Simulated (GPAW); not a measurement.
Consider Y (P6_3/mmc).

```xyz
2
Lattice="3.6474 0.0000 0.0000 -1.8237 3.1587 0.0000 0.0000 0.0000 5.7306" Properties=species:S:1:pos:R:3 pbc="T T T"
Y     1.8237    1.0529    4.2980
Y     0.0000    2.1058    1.4326
```

Absorber: atom 1, with 6 Y at 3.56 Å and 6 Y at 3.65 Å (anticuboctahedral, as in hcp, site symmetry -6m2). Method: GPAW, PBE, excited-electron core hole (neutral cell), 8-atom cell with 6.8 Å between holes, 3×3×3 k points, dipole transitions, Gaussian full width 1.5 eV up to 4 eV, rising linearly to 3.5 eV at 25 eV.

Question: Where do the maxima of the Y L₃ edge fall?

Main maxima up to 30 eV above the zero (height): 1.4 eV (2.68), 4.2 eV (2.42), 10.2 eV (0.76) and 17.2 eV (0.68). At an L edge the dipole rule selects empty d (and weakly s) states on the absorber, and the strong line at the onset measures the empty part of its d band. 

The Y L₃ spectrum (energy from the lowest empty level; intensity scaled to a mean of 1 over the first 20 eV; polarised curves are means over the symmetry-equivalent atoms):

```
E (eV)  isotropic  ε ⊥ c  ε ∥ c
  -2.0       0.00   0.00   0.00
  -1.4       0.04   0.04   0.03
  -0.8       0.26   0.29   0.22
  -0.2       0.90   0.92   0.86
   0.4       1.84   1.79   1.94
   1.0       2.58   2.53   2.68
   1.6       2.59   2.66   2.46
   2.2       2.03   2.12   1.85
   2.8       1.70   1.71   1.69
   3.4       2.01   1.98   2.08
   4.0       2.42   2.40   2.45
   4.6       2.16   2.17   2.14
   5.2       1.38   1.37   1.39
   5.8       0.72   0.70   0.77
   6.4       0.49   0.47   0.51
   7.0       0.53   0.53   0.52
   7.6       0.60   0.61   0.60
   8.2       0.63   0.63   0.63
   8.8       0.65   0.65   0.65
   9.4       0.71   0.72   0.69
  10.0       0.75   0.77   0.72
  10.6       0.74   0.75   0.72
  11.2       0.69   0.68   0.69
  11.8       0.60   0.59   0.63
  12.4       0.52   0.50   0.55
  13.0       0.44   0.43   0.47
  13.6       0.41   0.41   0.41
  14.2       0.42   0.42   0.42
  14.8       0.46   0.46   0.47
  15.4       0.53   0.53   0.54
  16.0       0.61   0.61   0.61
  16.6       0.66   0.67   0.64
  17.2       0.68   0.69   0.64
  17.8       0.66   0.68   0.63
  18.4       0.64   0.65   0.61
  19.0       0.61   0.61   0.60
  19.6       0.59   0.58   0.61
  20.2       0.58   0.56   0.62
  20.8       0.58   0.56   0.62
  21.4       0.57   0.55   0.61
  22.0       0.56   0.55   0.58
  22.6       0.54   0.54   0.54
  23.2       0.51   0.52   0.50
  23.8       0.48   0.49   0.46
  24.4       0.46   0.47   0.43
  25.0       0.45   0.46   0.42
  25.6       0.44   0.45   0.42
  26.2       0.45   0.45   0.44
  26.8       0.46   0.46   0.47
  27.4       0.48   0.47   0.50
  28.0       0.50   0.49   0.52
  28.6       0.52   0.51   0.54
  29.2       0.53   0.53   0.54
  29.8       0.54   0.54   0.54
  30.4       0.54   0.55   0.52
  31.0       0.54   0.55   0.50
  31.6       0.53   0.55   0.49
```

Only the L₃ part is meant: spin–orbit coupling of the core level isn't computed and the L₂ copy isn't added. The mesh is coarse (0.38 Å⁻¹ between points), so small maxima may be mesh ripples. Lifetime broadening is put in by hand, and intensities beyond about 20 eV depend on it and on the partial waves; weight that the partial waves miss at high energy is lost. The structure is a published determination, not relaxed.

[Banner, clock and machine lines of the logs are left out without a mark of their own.]

[Logs are printed without paths, hosts, clocks, repeated set-up lines and the standing remarks that a program may print on its own settings, such as how far it seeks lower states.]

[Hosts, paths, dates, database ids (printed as entryN), source tags and the programs' standing remarks are cut or masked in the printed files.]

[Lists of maxima count a maximum above −3 eV only where it reaches 4 % of the highest in the window and stands out from its surroundings by 2 % of it (1.5 % where it reaches 55 %); shoulders and weaker maxima are passed over, and of the rest the first, up to two pre-edge ones and the few strongest are named.]
